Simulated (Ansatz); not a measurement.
# (SrO)1(LiCl)3 [001] superlattice, started as rocksalt type: following an unstable mode, part 3 of 3

Wanted: the energy along a soft mode of (SrO)1(LiCl)3 [001] superlattice, started as rocksalt type and the structure at the end.

Ansatz 0.2.0; DFT PBEsol, scalar-relativistic, plane waves, PAW.

So far. Step 4 (The mode frozen in, largest atomic shift 0.32 Å): The run ends at a pressure of 0.71 GPa, with forces up to 0.53 eV/Å. Step 5 (Energy along the mode, all amplitudes (two of the runs …): The lowest of the steps tried is at 0.32 Å, 6.18 meV/atom below the parent; the bottom of the well need not coincide with a step.

The structure was built from a prototype and need not be the compound's stable phase.

**7. The new phase in its own primitive cell**

The relaxed structure is symmetrised, reduced to its primitive cell and relaxed tightly, as its phonons need.

input.yaml reads:

```yaml
crystal:
  lattice:
    - [3.4799030897, 0.0, 0.0]
    - [0.0, 3.4799030897, 0.0]
    - [0.0, 0.0, 11.6450135188]
  atoms:
    - { symbol: Cl, position: [0.0, 0.0, 0.2634179329] }
    - { symbol: Cl, position: [0.5, 0.5, 0.5076061485] }
    - { symbol: Cl, position: [0.0, 0.0, 0.7525566478] }
    - { symbol: Li, position: [0.5, 0.5, 0.2019880522] }
    - { symbol: Li, position: [0.0, 0.0, 0.4683361464] }
    - { symbol: Li, position: [0.5, 0.5, 0.7093869483] }
    - { symbol: O, position: [0.5, 0.5, 0.040779271] }
    - { symbol: Sr, position: [0.0, 0.0, 0.0100289628] }
kpoints:
  mp_grid: { grid: [6, 6, 2] }
hamiltonian:
  xc: pbesol
scf:
  occupations: { method: fixed }
output:
  forces: true
  stress: true
  eigenvalues: true
relax:
  adjacent_minimum: "off"
  f_tol: 0.001
  max_steps: 60
  cell: { stress_tol: 0.01 }
```

Run with:

```sh
ansatz run input.yaml --threads 8 --pin off --max-ram 14336MiB --backend cpu --events-out ev --progress --plain --runs-dir out
```

Numbers of over 12 decimals in the logs are rounded to 6 here.

Log:

```text
[...]
Crystal: 8 atoms, lattice volume = 141.018 Å³
Basis set: ecut = 420 eV, 2731 PW (Γ), exchange–correlation on 48×48×160 points (8 copies of the dense FFT grid, shifted against one another)
Bands: 31, of which v1, the nominal top of the filled ones, is band 23 counted from 1 (22 counted from 0)
Symmetry: 8 space group operations
[...]
k-points: 20 of 72
[...]
- [0.0, 3.479879, 0.0]
    - [0, 0.0, 11.646336]
  atoms:
    - { symbol: Cl, position: [0, 0.0, 0.263411] }
    - { symbol: Cl, position: [0.500000, 0.500000, 0.507614] }
    - { symbol: Cl, position: [0, 0.0, 0.752558] }
    - { symbol: Li, position: [0.500000, 0.500000, 0.201995] }
    - { symbol: Li, position: [0, 0.0, 0.468317] }
    - { symbol: Li, position: [0.500000, 0.500000, 0.709379] }
    - { symbol: O, position: [0.500000, 0.500000, 0.040806] }
    - { symbol: Sr, position: [0, 0.0, 0.010020] }
[key lines of the parts left out:]
SCF converged after 9 iterations
Free energy (F): -7858.340397 eV
Fermi energy:    4.267468 eV
P = ⅓ Tr σ = 0.0011 GPa (0.011 kbar)
```

Wall time 6.4 s (8 threads of Arm Neoverse V1, shared host); peak memory 0.57 GiB.

Little changed from the start: no atom moved by 0.005 Å and no cell edge by 0.1 %.

This step gave:

```yaml
pressure: 0.001094 GPa
gap_on_the_k_mesh: 3.625 eV
direct_gap_on_mesh: 3.625 eV
```

The largest force component left is 0.26 meV/Å and the pressure is 0.001 GPa, within the tolerances set. The cell now holds 17.63 Å³/atom.

**8. Modes of the new phase, k-mesh 6×6×2**

A relaxed structure may still be a saddle point, so its zone-centre modes are computed. The response to a homogeneous field gives the Born charges and the dielectric tensor, and its change with displacement the Raman tensors.

input.yaml reads:

```yaml
crystal:
  lattice:
    - [3.4798792352, 0.0, 0.0]
    - [0.0, 3.4798792352, 0.0]
    - [0.0, 0.0, 11.6463364155]
  atoms:
    - { symbol: Cl, position: [0.0, 0.0, 0.263411386] }
    - { symbol: Cl, position: [0.5, 0.5, 0.5076137717] }
    - { symbol: Cl, position: [0.0, 0.0, 0.7525581707] }
    - { symbol: Li, position: [0.5, 0.5, 0.2019952304] }
    - { symbol: Li, position: [0.0, 0.0, 0.468316711] }
    - { symbol: Li, position: [0.5, 0.5, 0.7093786429] }
    - { symbol: O, position: [0.5, 0.5, 0.0408063851] }
    - { symbol: Sr, position: [0.0, 0.0, 0.0100198121] }
kpoints:
  mp_grid: { grid: [6, 6, 2] }
hamiltonian:
  xc: pbesol
scf:
  occupations: { method: fixed }
output:
  eigenvalues: true
phonons:
  method: dfpt
  dielectric: true
  rigid_motions: translations
  raman: true
```

Log:

```text
[...]
Crystal: 8 atoms, lattice volume = 141.032 Å³
Basis set: ecut = 420 eV, 2731 PW (Γ), exchange–correlation on 48×48×160 points (8 copies of the dense FFT grid, shifted against one another)
Bands: 31, of which v1, the nominal top of the filled ones, is band 23 counted from 1 (22 counted from 0)
Symmetry: 8 space group operations
k-points: 32 of 72 (irreducible under 2 space group operations, time reversal used)
[...]
SCF iter   1: F=—  HF=-7858.360458 eV  |F-HF|=—  |Δ(HF+E_count)|=         —  Δρ=6.84e-3  dr2=6.79e-2  ethr=1.77e-3  ⟨swp⟩=5.6  Hψ=4214  notcnv=0  defer=151
[...]
SCF iter   9: F=-7858.340397 eV  HF=-7858.340397 eV  |F-HF|=3.64e-12  |Δ(HF+E_count)|=  5.49e-10  Δρ=1.99e-7  dr2=6.81e-11  ethr=1.00e-12  ⟨swp⟩=17.8  Hψ=8265  notcnv=0
SCF 1 converged in 9 iterations: F = -7858.340397 eV  dr2 = 6.81e-11
[...]
Bands: 24, of which v1, the nominal top of the filled ones, is band 23 counted from 1 (22 counted from 0)
k-points: 6 of 72 (time reversal used)
[...]
Eigensolver: Dense (6 Hₖ)
SCF iter   1: F=—  HF=-7858.316000 eV  |F-HF|=—  |Δ(HF+E_count)|=         —  Δρ=2.80e-4  dr2=2.31e-5  ethr=1.00e-1
[...]
SCF iter   6: F=-7858.316017 eV  HF=-7858.316017 eV  |F-HF|=6.46e-11  |Δ(HF+E_count)|=  6.98e-10  Δρ=1.80e-7  dr2=4.88e-11  ethr=3.03e-12
SCF 1 converged in 6 iterations: F = -7858.316017 eV  dr2 = 4.88e-11
[...]
WARN: field response: the Raman tensors and χ⁽²⁾ stand inside a basis, whose 6×6×2 points do not settle the susceptibility there: take them as unconverged, whatever they are read to err by, and compare with a denser kpoints.mp_grid
WARN: field response: inside a basis, on 6×6×2 points, no mesh in reach settles it: take ε∞, Z* and everything formed from them with what they may err, as stated (eps_inf_uncertainty, zstar_uncertainty_e), and compare with field_mesh: kpoints on a denser kpoints.mp_grid
SCF converged after 9 iterations
Free energy (F): -7858.340397 eV
[...]
Internal energy: -7858.340397 eV  (E = F + TS)
E sigma→0 (E₀):  -7858.340397 eV
Fermi energy:    4.267471 eV
[...]
--- Band table (eV; the first three rows and the last of 32) ---
  k-point 0: bands = [... 19 lower, 2.2863, 3.3593, 4.2673, 4.2673, 7.8922, 8.4625, 9.4468, 9.9220, ... 4 higher]
  k-point 1: bands = [... 19 lower, 2.2804, 3.3272, 4.2675, 4.2675, 8.1404, 8.4633, 9.0541, 10.0202, ... 4 higher]
  k-point 2: bands = [... 19 lower, 2.3499, 3.2501, 3.8139, 3.9657, 8.4200, 9.1732, 9.6429, 10.2300, ... 4 higher]
  k-point 31: bands = [... 19 lower, 1.5260, 3.4665, 3.9505, 3.9505, 9.1339, 9.1339, 9.4272, 10.0125, ... 4 higher]
[...]
ASR residual: 3.271e-4 → 0.000e0 eV/Å²; symmetrization residual: 1.129e-5 eV/Å²
[...]
ε∞ (high-frequency dielectric tensor):
        3.136363     0.000000    -0.000000
        0.000000     3.136363     0.000000
       -0.000000     0.000000     2.981316
  ε⁰ (static dielectric tensor: ions relaxed, cell fixed):
       11.563842    -0.000000     0.000000
       -0.000000    11.563842    -0.000000
        0.000000    -0.000000     6.424828
  ε⁰ − ε∞ (ionic part):
        8.427478    -0.000000     0.000000
       -0.000000     8.427478    -0.000000
        0.000000    -0.000000     3.443512
[...]
Born effective charges Z* (e; rows j = field, columns β = displacement):
    site 0:
        -1.07427    0.00000   -0.00000
         0.00000   -1.07427    0.00000
        -0.00000    0.00000   -1.24950
    site 1:
        -1.17916    0.00000    0.00000
         0.00000   -1.17916    0.00000
         0.00000    0.00000   -1.05303
    site 2:
        -1.18057    0.00000   -0.00000
         0.00000   -1.18057    0.00000
        -0.00000    0.00000   -1.12363
    site 3:
         1.14725    0.00000   -0.00000
         0.00000    1.14725    0.00000
        -0.00000    0.00000    0.89019
    site 4:
         1.17754    0.00000   -0.00000
         0.00000    1.17754    0.00000
        -0.00000    0.00000    1.12799
    site 5:
         1.17942    0.00000   -0.00000
         0.00000    1.17942    0.00000
        -0.00000    0.00000    1.01567
    site 6:
        -2.62897    0.00000    0.00000
         0.00000   -2.62897    0.00000
         0.00000    0.00000   -1.57760
    site 7:
         2.55875    0.00000   -0.00000
         0.00000    2.55875    0.00000
         0.00000    0.00000    1.96990
  Z* charge neutrality: 1.975e-2 e pre-enforcement
  solved inside a basis spanned on kpoints, on 6×6×2 k-points, which do not settle them: ε∞ is read to err by 1.6e-2, Z* by 2.0e-2 e (field_mesh: kpoints solves on kpoints); Z* is corrected for what the basis lacks
[...]
optical modes at Γ without the LO–TO term, one row a degenerate level:
      ω (cm⁻¹)  modes    IR ((D/Å)²/amu)  static Raman (Å⁴/amu)  depolarisation
         44.27      2             0.0887                 0.0992           0.750
         75.15      2             0.0794                 0.0810           0.750
         97.04      2             1.6626                 0.0511           0.750
        105.90      1             0.2206                 0.0216           0.683
        152.70      1             0.3919                 0.7501           0.007
        194.88      1             1.8574                 0.8775           0.001
        215.38      2            12.2928                 0.0344           0.750
        224.93      2             9.2313                 0.0789           0.750
        231.99      2             0.1164                 1.1396           0.750
        269.85      1             5.9984                 1.1370           0.534
        274.19      2            32.2538                 0.0001               —
        340.03      1             3.9409                13.8377           0.087
        357.55      1             1.6965                 4.5128           0.110
        516.62      1             3.3577                 3.8089           0.000
  optical modes at Γ + LO–TO along q̂ = [1.0000, 0.0000, 0.0000]:
      ω (cm⁻¹)  modes    IR ((D/Å)²/amu)  static Raman (Å⁴/amu)  depolarisation
         44.27      1             0.0443                 0.0496           0.750
         44.91      1             0.0031                 0.0550           0.750
         75.15      1             0.0397                 0.0405           0.750
         75.44      1             0.0021                 0.0346           0.750
         97.04      1             0.8313                 0.0255           0.750
        102.73      1             0.0654                 0.0196           0.750
        105.90      1             0.2206                 0.0216           0.683
        152.70      1             0.3919                 0.7501           0.007
        194.88      1             1.8574                 0.8775           0.001
        215.38      1             6.1464                 0.0172           0.750
        220.14      1             0.0174                 0.0000               —
        224.93      1             4.6157                 0.0394           0.750
        231.90      1             0.0014                 0.6078           0.750
        231.99      1             0.0582                 0.5698           0.750
        241.27      1             0.2351                 0.0106           0.750
        269.85      1             5.9984                 1.1370           0.534
        274.19      1            16.1269                 0.0000               —
        340.03      1             3.9409                13.8377           0.087
        357.55      1             1.6965                 4.5128           0.110
        445.70      1            27.5381                 0.0024           0.750
        516.62      1             3.3577                 3.8089           0.000
  optical modes at Γ + LO–TO along q̂ = [0.0000, 1.0000, 0.0000]:
      ω (cm⁻¹)  modes    IR ((D/Å)²/amu)  static Raman (Å⁴/amu)  depolarisation
         44.27      1             0.0443                 0.0496           0.750
         44.91      1             0.0031                 0.0550           0.750
         75.15      1             0.0397                 0.0405           0.750
         75.44      1             0.0021                 0.0346           0.750
         97.04      1             0.8313                 0.0255           0.750
        102.73      1             0.0654                 0.0196           0.750
        105.90      1             0.2206                 0.0216           0.683
        152.70      1             0.3919                 0.7501           0.007
[...]
220.14      1             0.0174                 0.0000               —
[...]
274.19      1            16.1269                 0.0000               —
[...]
optical modes at Γ + LO–TO along q̂ = [0.0000, 0.0000, 1.0000]:
      ω (cm⁻¹)  modes    IR ((D/Å)²/amu)  static Raman (Å⁴/amu)  depolarisation
[...]
75.15      2             0.0794                 0.0810           0.750
         97.04      2             1.6626                 0.0511           0.750
        108.11      1             0.0393                 0.0933           0.506
        155.19      1             0.0573                 0.6730           0.003
        205.14      1             0.3266                 1.6343           0.061
        215.38      2            12.2928                 0.0344           0.750
        224.93      2             9.2313                 0.0789           0.750
        231.99      2             0.1164                 1.1396           0.750
        274.19      2            32.2538                 0.0001               —
        298.78      1             1.2989                 6.8826           0.005
        351.74      1             0.2391                 0.1726           0.107
        400.36      1             8.0598                 6.2495           0.170
        541.42      1             7.4425                 4.3492           0.000
```

It took 88 s on 8 threads; peak memory 2.2 GiB.

This step gave:

- sum-rule residual before enforcement: 3.27e-4 eV/Å²
- miss of the charge sum rule: 0.01975 e
- estimated error of the dielectric tensor: 0.01556
- estimated error of the Born charges: 0.01974 e
- point group: 4mm
- highest optical mode at the zone centre (no LO-TO term): 516.6 cm⁻¹
- lowest optical zone-centre mode: 44.27 cm⁻¹
- mean high-frequency dielectric constant: 3.085
- largest Born charge (third of the trace): 2.363 e
- mean static dielectric constant: 9.851
- top of the zone-centre spectrum with the field: 541.4 cm⁻¹

Without the LO-TO term. Patterns of degenerate modes are one choice out of their space. Modes at Γ, with each element's share of the kinetic energy:

```tsv
mode	frequency (cm⁻¹)	symmetry	Cl %	Li %	O %	Sr %
1	0.0	acoustic	46	9	7	38
2	0.0	acoustic	46	9	7	38
3	0.0	acoustic	46	9	7	38
4	44.3	E	56	11	4	29
5	44.3	E	56	11	4	29
6	75.2	E	83	14	0	3
7	75.2	E	83	14	0	3
8	97.0	E	81	2	0	16
9	97.0	E	81	2	0	16
10	105.9	A1	58	9	5	28
11	152.7	A1	89	10	0	1
12	194.9	A1	74	4	0	22
13	215.4	E	15	85	0	0
14	215.4	E	15	85	0	0
15	224.9	E	17	83	0	0
16	224.9	E	17	83	0	0
17	232.0	E	3	62	24	10
18	232.0	E	3	62	24	10
19	269.9	A1	7	43	44	6
20	274.2	E	0	33	64	4
21	274.2	E	0	33	64	4
22	340.0	A1	15	66	13	6
23	357.6	A1	10	89	0	0
24	516.6	A1	1	68	30	0
```

Displacements in mode 4 (44.3 cm⁻¹), the largest set to 1:
```
Cl1  0.01 -0.31  0.00
Cl2 -0.02  0.78  0.00
Cl3 -0.02  1.00  0.00
Li4  0.01 -0.50  0.00
Li5 -0.02  0.75  0.00
Li6 -0.02  0.95  0.00
O7   0.01 -0.53  0.00
Sr8  0.01 -0.59  0.00
```

Displacements in mode 23 (357.6 cm⁻¹), the largest set to 1:
```
Cl1  0.00  0.00  0.09
Cl2  0.00  0.00 -0.11
Cl3  0.00  0.00 -0.08
Li4  0.00  0.00  0.18
Li5  0.00  0.00 -0.43
Li6  0.00  0.00  1.00
O7   0.00  0.00 -0.05
Sr8  0.00  0.00 -0.01
```

High-frequency dielectric tensor, which the program warns is not settled by the k meshes in reach. Tensor:

```tsv
	x	y	z
x	3.136	0	0
y	0	3.136	0
z	0	0	2.981
```

Static dielectric tensor, which the program warns is not settled by the k meshes in reach. Tensor:

```tsv
	x	y	z
x	11.56	0	0
y	0	11.56	0
z	0	0	6.425
```

Optical modes at the zone centre, without and with the macroscopic field of the longitudinal modes; each column is sorted by frequency, so a row need not hold one and the same mode. Modes with and without the field, by row:

```tsv
rank among optical modes	no field (cm⁻¹)	q along (1, 0, 0) (cm⁻¹)	q along (0, 0, 1) (cm⁻¹)
1	44.3	44.3	44.3
2	44.3	44.9	44.3
3	75.2	75.2	75.2
4	75.2	75.4	75.2
5	97	97	97
6	97	102.7	97
7	105.9	105.9	108.1
8	152.7	152.7	155.2
9	194.9	194.9	205.1
10	215.4	215.4	215.4
11	215.4	220.1	215.4
12	224.9	224.9	224.9
13	224.9	231.9	224.9
14	232	232	232
15	232	241.3	232
16	269.9	269.9	274.2
17	274.2	274.2	274.2
18	274.2	340	298.8
19	340	357.6	351.7
20	357.6	445.7	400.4
21	516.6	516.6	541.4
```

Born charge (rows field, columns displacement) (e), principal values of the symmetric part by kind of site:

```tsv
atom	atoms with these values	low	middle	high	mean
Cl1	1	-1.25	-1.07	-1.07	-1.13
Cl2	1	-1.18	-1.18	-1.05	-1.14
Cl3	1	-1.18	-1.18	-1.12	-1.16
Li4	1	0.89	1.15	1.15	1.06
Li5	1	1.13	1.18	1.18	1.16
Li6	1	1.02	1.18	1.18	1.12
O7	1	-2.63	-2.63	-1.58	-2.28
Sr8	1	1.97	2.56	2.56	2.36
```

In full for Sr8:

```
2.56 0.00 0.00
0.00 2.56 0.00
0.00 0.00 1.97
```

Transverse modes. Lines of the infrared spectrum (strongest = 100):

```tsv
position (cm⁻¹)	label	relative intensity
44	E	0.3
75	E	0.2
97	E	5.2
106	A1	0.7
153	A1	1.2
195	A1	5.8
215	E	38
225	E	29
232	E	0.4
270	A1	19
274	E	100
340	A1	12
358	A1	5.3
517	A1	10
```

Activity x (w_L - w)^4 (n + 1)/w, 532 nm, 300 K; the log calls the Raman tensors unconverged in the k mesh, so the heights are rough; modes without the macroscopic field alone. Raman lines, with heights relative to the strongest:

```tsv
position (cm⁻¹)	label	relative intensity
44	E	25
75	E	7.5
97	E	3.0
106	A1	1.1
153	A1	19
195	A1	15
215	E	0.5
225	E	1.1
232	E	15
270	A1	12
274	E	0.0
340	A1	100
358	A1	30
517	A1	15
```

Before it was imposed, the acoustic sum rule was missed by 3.3e-4 eV/Å² and the charge sum rule by 0.020 e. Small misses are needed for a sound result but don't prove that mesh and cutoff are converged. The lowest optical mode is real, 44.3 cm⁻¹.

**9. The phases reached**

The phases reached along the modes that were followed are set side by side.

Energies are those of the first relaxation, on the mesh of the frozen mode; space group, volume and gap are those of the last relaxation. Phases, by row:

```tsv
mode frozen in	space group	energy from parent (meV/atom)	volume (Å³/atom)	gap on mesh (eV)	lowest zone-centre optical mode (cm⁻¹)	largest shift (Å)
parent	P4/mmm	0	16.82	4.171	–	–
q = (0, 0, 0), 184i cm⁻¹	P4mm	-32.32	17.63	3.625	44.3	0.764
```

**10. Results**

```
unstable mode of the parent                                                      : q = (0, 0, 0), 184i cm⁻¹
depth at the lowest point sampled                                                : 6.18 meV/atom
largest atomic shift at that point                                               : 0.32 Å
space group reached (within 0.01 Å)                                              : P4mm
energy gained over the parent (first relaxation, on the mesh of the frozen mode) : 32.3 meV/atom
volume per atom, phase reached                                                   : 17.6 Å³
gap on the k-mesh, phase reached                                                 : 3.62 eV
lowest optical zone-centre mode, phase reached                                   : 44.3 cm⁻¹
highest optical mode at the zone centre (no LO-TO term), phase reached           : 517 cm⁻¹
```

**Reading.** Along this mode the structure falls into P4mm, 32.3 meV/atom below the parent. At the parent's cell the well is 6.179 meV/atom deep on the steps tried, with its lowest point at a shift of 0.32 Å. Relaxing atoms and cell changes the gain by +26.14 meV/atom against the lowest step (energies at zero smearing). Most of the total comes from this relaxation. The new phase has no imaginary mode at the zone centre of its cell; other wavevectors were not checked. Each path keeps the symmetry of its pattern, so a lower phase may lie along a pattern not tried. In at least one run the field response is not settled by the k meshes in reach, so its dielectric tensor, Born charges and longitudinal modes are rough. The program warns that the Raman tensors are not converged in the k mesh, so the intensities are rough. The starting cell was built on a prototype and not taken from a measurement, so the phase need not exist.

[Logs are printed without paths, hosts, clocks, repeated set-up lines and the standing remarks that a program may print on its own settings, such as how far it seeks lower states.]

[Hosts, paths, dates, database ids (printed as entryN), source tags and the programs' standing remarks are cut or masked in the printed files.]
